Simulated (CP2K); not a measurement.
Consider hydroxyketene at its PBE geometry (Å).

```xyz
6

O     2.2444   -0.2092    0.2041
C     1.1064   -0.0289   -0.0437
C    -0.1761    0.1604   -0.3280
O    -1.1387   -0.6543    0.2938
H    -0.4619    0.8592   -1.1147
H    -1.5741   -0.1273    0.9885
```

Method: CP2K XAS_TDP, all-electron GAPW, PBEh(45%), aug-cc-pVTZ, TDA, no relativity.

Q: Where do the O K-edge lines lie, and how strong are they?

Leading lines: O1 527.40 eV and O4 529.11 eV. The leading line of an atom is its first one with 35 % of the strongest within 2.5 eV of its lowest line over the strength cut. 

The first six lines of each atom with a strength over 0.0015:

```
                  atom  energy (eV)  states  strength, one atom
      O1 (bonded to C)       527.40       1              0.0446
                             531.90       1              0.0263
                             532.58       1              0.0023
                             534.68       1              0.0098
                             535.02       1              0.0027
                             536.73       1              0.0022
O4 (bonded to C and H)       529.11       1              0.0187
                             530.65       1              0.0253
                             532.35       1              0.0065
                             532.70       1              0.0016
                             532.95       1              0.0035
                             533.25       1              0.0032
```

Lines are vertical, at one geometry, with no vibrational structure. Without a correction of the core level, line positions, and the gaps between valence and Rydberg lines, follow the share of exact exchange. At this level such K lines come out 3 to 6 eV under measured ones. These values hold no scalar relativity, about 0.4 eV for O 1s. Rydberg lines, and the discretised continuum above threshold, depend on the basis and the box.

[Banner, clock and machine lines of the logs are left out without a mark of their own.]

[Logs are printed without paths, hosts, clocks, repeated set-up lines and the standing remarks that a program may print on its own settings, such as how far it seeks lower states.]

[Hosts, paths, dates, database ids (printed as entryN), source tags and the programs' standing remarks are cut or masked in the printed files.]
